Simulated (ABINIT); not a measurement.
**A GW chain in ABINIT: Rb2Pd (Fm-3m)**

How does a plane-wave GW calculation on Rb2Pd (Fm-3m) run from the first input to the gap?

Main program and level: ABINIT 10.8.3; PBEsol and many-body steps on it, plane waves.

In doubt: a PseudoDojo file used here is known to give poor structures and forces, which bears on pressures, cells, forces and phonons.

## 1. Starting point

The structure is cubic, space group Fm-3m (No. 225). The conventional cell has a = 8.246 Å, b = 8.246 Å, c = 8.246 Å, α = 90.00°, β = 90.00°, γ = 90.00°. Rb has 4 Pd at 3.57 Å nearest. Nearest to Pd lie 8 Rb at 3.57 Å. Farther neighbours are not listed.

The cell and positions are those that the Materials Project relaxed with its own functionals (PBE, PBE+U or r2SCAN), kept fixed.

## 2. Ground state

This step: ABINIT 10.8.3; DFT, PBEsol, plane waves, norm-conserving pseudopotentials.

The ground-state density comes first.

File run.abi:

```
acell 3*1.0 Angstrom
rprim 
  -0.000000000000 4.123218000000 4.123218000000
  4.123218000000 0.000000000000 4.123218000000
  4.123218000000 4.123218000000 0.000000000000
ntypat 2
znucl 37 46
natom 3
typat 1 1 2
xred 
  0.250000000000 0.250000000000 0.250000000000
  0.750000000000 0.750000000000 0.750000000000
  0.000000000000 0.000000000000 0.000000000000
pp_dirpath "pseudos"
pseudos "Rb.upf, Pd.upf"
ecut 37
ngkpt 4 4 4
nshiftk 1
shiftk 0 0 0
kptopt 1
chksymbreak 0
nband 23
occopt 1
tolvrs 1e-10
nstep 60
prtwf 0
optforces 0
optstress 0
indata_prefix "in"
outdata_prefix "out"
tmpdata_prefix "tmp"
```

Started as:

```sh
$ OMP_NUM_THREADS=1 mpirun -n 4 abinit run.abi > log
```

Numbers of over 12 decimals in the logs are rounded to 6 here.

The log of the run:

```text
.Version 10.8.3 of ABINIT. v10.8.2 released Aug 2026.

 Symmetries : space group Fm -3 m (#225); Bravais cF (face-center cubic)
================================================================================
 Values of the parameters that define the memory need of the present run
     intxc =       0    ionmov =       0      iscf =       7    lmnmax =       6
     lnmax =       6     mgfft =      64  mpssoang =       3    mqgrid =    3001
     natom =       3  nloc_mem =       1    nspden =       1   nspinor =       1
    nsppol =       1      nsym =      48    n1xccc =    2501    ntypat =       2
    occopt =       1   xclevel =       2
-    mband =          23        mffmem =           1         mkmem =           2
       mpw =       10197          nfft =      262144          nkpt =           8
================================================================================
  Rough estimation (10% accuracy) of disk space for files :
================================================================================

--------------------------------------------------------------------------------
------------- Echo of variables that govern the present computation ------------
--------------------------------------------------------------------------------
 -outvars: echo values of preprocessed input variables --------
            acell      1.8897261259E+00  1.8897261259E+00  1.8897261259E+00 Bohr

      chksymbreak           0
             ecut      3.70000000E+01 Hartree
-          fftalg         312

              ixc     -116133
              kpt      0.00000000E+00  0.00000000E+00  0.00000000E+00
                       2.50000000E-01  0.00000000E+00  0.00000000E+00
                       5.00000000E-01  0.00000000E+00  0.00000000E+00
                       2.50000000E-01  2.50000000E-01  0.00000000E+00
                       5.00000000E-01  2.50000000E-01  0.00000000E+00
                      -2.50000000E-01  2.50000000E-01  0.00000000E+00
                       5.00000000E-01  5.00000000E-01  0.00000000E+00
                      -2.50000000E-01  5.00000000E-01  2.50000000E-01
         kptrlatt        4    0    0      0    4    0      0    0    4
          kptrlen      4.40768098E+01
P           mkmem           2
            natom           3
            nband          23
            ngfft          64      64      64
             nkpt           8
            nstep          60
             nsym          48
           ntypat           2
              occ      2.000000  2.000000  2.000000  2.000000  2.000000  2.000000
                       2.000000  2.000000  2.000000  2.000000  2.000000  2.000000
                       2.000000  2.000000  2.000000  2.000000  2.000000  2.000000
                       0.000000  0.000000  0.000000  0.000000  0.000000
        optforces           0
        optstress           0
            prtwf           0
            rprim     -0.0000000000E+00  4.1232180000E+00  4.1232180000E+00
                       4.1232180000E+00  0.0000000000E+00  4.1232180000E+00
                       4.1232180000E+00  4.1232180000E+00  0.0000000000E+00
          spgroup         225

           tolvrs      1.00000000E-10

             xred      2.5000000000E-01  2.5000000000E-01  2.5000000000E-01
                       7.5000000000E-01  7.5000000000E-01  7.5000000000E-01
[...]
znucl       37.00000   46.00000

================================================================================

 chkinp: Checking input parameters for consistency.

================================================================================
== DATASET  1 ==================================================================
-   mpi_nproc: 4, omp_nthreads: 1 (-1 if OMP is not activated)

--- !DatasetInfo
iteration_state: {dtset: 1, }
dimensions: {natom: 3, nkpt: 8, mband: 23, nsppol: 1, nspinor: 1, nspden: 1, mpw: 10197, }
cutoff_energies: {ecut:  37.0, pawecutdg:  -1.0, }
electrons: {nelect:   3.60000000E+01, charge:   0.00000000E+00, occopt:   1.00000000E+00, tsmear:   1.00000000E-02, }

 Real(R)+Recip(G) space primitive vectors, cartesian coordinates (Bohr,Bohr^-1):
 R(1)=  0.0000000  7.7917528  7.7917528  G(1)= -0.0641704  0.0641704  0.0641704
 R(2)=  7.7917528  0.0000000  7.7917528  G(2)=  0.0641704 -0.0641704  0.0641704
 R(3)=  7.7917528  7.7917528  0.0000000  G(3)=  0.0641704  0.0641704 -0.0641704
 Unit cell volume ucvol=  9.4609662E+02 bohr^3
 Angles (23,13,12)=  6.00000000E+01  6.00000000E+01  6.00000000E+01 degrees

 getcut: wavevector=  0.0000  0.0000  0.0000  ngfft=  64  64  64
         ecut(hartree)=     37.000   => boxcut(ratio)=   2.12111

--- Pseudopotential description ------------------------------------------------
- Rb Generated using ONCVPSP code by D. R. Hamann
- 37.00000   9.00000  180301                  znucl, zion, pspdat
12 -116133 2 -1 2280                          pspcod,pspxc,lmax,lloc,mmax
     nproj     2     2     2
  pspatm : epsatm=   34.48401057
         --- l  ekb(1:nproj) -->
[...]
pspatm: atomic psp has been read  and splines computed

- Pd Generated using ONCVPSP code by D. R. Hamann
- 46.00000  18.00000  180301                  znucl, zion, pspdat
12 -116133 2 -1 1238                          pspcod,pspxc,lmax,lloc,mmax
     nproj     2     2     2
  pspatm : epsatm=   26.17260746
         --- l  ekb(1:nproj) -->
[...]
pspatm: atomic psp has been read  and splines computed

   3.42506263E+03                                ecore*ucvol(ha*bohr**3)
--------------------------------------------------------------------------------

_setup2: Arith. and geom. avg. npw (full set) are   10174.828   10174.804

================================================================================

--- !BeginCycle
iteration_state: {dtset: 1, }
solver: {iscf: 7, nstep: 60, nline: 4, wfoptalg: 0, }
tolerances: {tolvrs: 1.00E-10, }

     iter   Etot(hartree)      deltaE(h)  residm     vres2
 ETOT  1  -185.03574530536    -1.850E+02 9.188E-02 2.822E+04
 ETOT  2  -185.48209681976    -4.464E-01 4.347E-02 3.608E+04
 ETOT  3  -188.21062600078    -2.729E+00 1.562E-02 9.498E+03
 ETOT  4  -188.52083252062    -3.102E-01 1.075E-02 5.023E+03
 ETOT  5  -188.75148123319    -2.306E-01 2.312E-03 2.091E+03
 ETOT  6  -188.80239016754    -5.091E-02 1.011E-03 1.438E+03
 ETOT  7  -188.88280398400    -8.041E-02 1.348E-03 4.807E+02
 ETOT  8  -188.88472814514    -1.924E-03 4.050E-04 4.522E+02
 ETOT  9  -188.91652510842    -3.180E-02 2.758E-04 9.150E+01
 ETOT 10  -188.92144500316    -4.920E-03 1.929E-04 3.165E+01
[...]
ETOT 18  -188.92459116223    -9.305E-09 8.312E-06 1.137E-05
 ETOT 19  -188.92459116294    -7.098E-10 6.292E-06 3.484E-07
 ETOT 20  -188.92459116296    -2.680E-11 2.243E-06 1.493E-09
 ETOT 21  -188.92459116295     1.646E-11 1.736E-06 5.375E-10
 ETOT 22  -188.92459116296    -1.535E-11 5.983E-07 4.325E-12

 At SCF step   22       vres2   =  4.32E-12 < tolvrs=  1.00E-10 =>converged.

--- !ResultsGS
iteration_state: {dtset: 1, }
comment   : Summary of ground state results
lattice_vectors:
- [ -0.0000000,   7.7917528,   7.7917528, ]
- [  7.7917528,   0.0000000,   7.7917528, ]
- [  7.7917528,   7.7917528,   0.0000000, ]
lattice_lengths: [  11.01920,   11.01920,   11.01920, ]
lattice_angles: [ 60.000,  60.000,  60.000, ] # degrees, (23, 13, 12)
lattice_volume:   9.4609662E+02
convergence: {deltae: -1.535E-11, res2:  4.325E-12, residm:  5.983E-07, diffor:  0.000E+00, }
etotal    :  -1.88924591E+02
entropy   :   0.00000000E+00
fermie    :   4.92146730E-02
cartesian_stress_tensor: null
pressure_GPa: null
xred      :
- [  2.5000E-01,   2.5000E-01,   2.5000E-01, Rb]
- [  7.5000E-01,   7.5000E-01,   7.5000E-01, Rb]
- [  0.0000E+00,   0.0000E+00,   0.0000E+00, Pd]
cartesian_forces: null
force_length_stats: {min: null, max: null, mean: null, }

 Integrated electronic density in atomic spheres:
 ------------------------------------------------
 Atom  Sphere_radius  Integrated_density
[...]
2        2.00000          5.98743220
    3        2.00000         15.34656867
================================================================================

 ----iterations are completed or convergence reached----

 Mean square residual over all n,k,spin=   34.313E-10; max=  59.826E-08
 reduced coordinates (array xred) for    3 atoms
       0.250000000000      0.250000000000      0.250000000000
       0.750000000000      0.750000000000      0.750000000000
       0.000000000000      0.000000000000      0.000000000000
 rms dE/dt=  0.0000E+00; max dE/dt=  0.0000E+00; dE/dt below (all hartree)
    1       0.000000000000      0.000000000000      0.000000000000
    2       0.000000000000      0.000000000000      0.000000000000
    3       0.000000000000      0.000000000000      0.000000000000

 cartesian coordinates (angstrom) at end:
    1      2.061609     2.061609     2.061609
    2      6.184827     6.184827     6.184827
    3      0.000000     0.000000     0.000000
 length scales=  1.889726125908  1.889726125908  1.889726125908 bohr
              =  1.000000000000  1.000000000000  1.000000000000 angstroms
 prteigrs : about to open file out_EIG
 Fermi (or HOMO) energy (hartree) =   0.04921   Average Vxc (hartree)=  -0.26899
 Eigenvalues (hartree) for nkpt=   8  k points:
 kpt#   1, nband= 23, wtk=  0.01563, kpt=  0.0000  0.0000  0.0000 (reduced coord)
  -2.96403   -1.70726   -1.70726   -1.70726   -0.95528   -0.95319   -0.37537   -0.37537
  -0.37537   -0.36607   -0.36607   -0.36607   -0.01777    0.02696    0.02696    0.03085
   0.03085    0.03085    0.14156    0.14156    0.14156    0.20433    0.20433
 prteigrs : prtvol=0 or 1, do not print more k-points.

--- !EnergyTerms
iteration_state     : {dtset: 1, }
comment             : Components of total free energy in Hartree
kinetic             :  6.01974576887527E+01
hartree             :  6.80115154208117E+01
xc                  : -3.44605665583040E+01
Ewald energy        : -9.38310765075901E+01
psp_core            :  3.62020386929205E+00
local_psp           : -1.91222798383946E+02
non_local_psp       : -1.23932669197705E+00
total_energy        : -1.88924591162961E+02
total_energy_eV     : -5.14090002149938E+03
band_energy         : -2.41021055770707E+01

== END DATASET(S) ==============================================================
================================================================================

 -outvars: echo values of variables after computation  --------
           etotal     -1.8892459116E+02
            nband          23
             nkpt           8
          spgroup         225
 [... the other variables as echoed above ...]

 Calculation completed.
```

It took 37 s on 4 MPI ranks of Arm Neoverse V1, shared host; peak memory 0.59 GiB; 2.4 min of CPU time.

This step gave:

```yaml
total_energy: -5140.9000 eV
gap: 0.8553 eV
k_of_the_valence_top: -0.25, 0.5, 0.25
k_of_the_conduction_bottom: 0.5, 0, 0
least_direct_gap: 0.8898 eV
```

The gap is indirect, with the least direct gap 0.03 eV higher.

(Continued in part 2 of 3.)

[Paths, hosts, dates, memory and timing lines, banners, echoed tables and standing remarks are left out of the program output.]

[Logs are printed without paths, hosts, clocks, repeated set-up lines and the standing remarks that a program may print on its own settings, such as how far it seeks lower states.]

[Runs of the session that timed out or met a known fault of the program may be left out.]

[Hosts, paths, dates, database ids (printed as entryN), source tags and the programs' standing remarks are cut or masked in the printed files.]

[G0W0 gaps are taken among the corrected bands and points alone; a level outside them can change the order at an edge.]

[Where Ansatz stands beside ABINIT at settings called matched, ABINIT's density can come from a denser mesh and the files from another edition; pairs whose starting gaps differed by over 0.03 eV were left out, so agreement reads better than it is.]
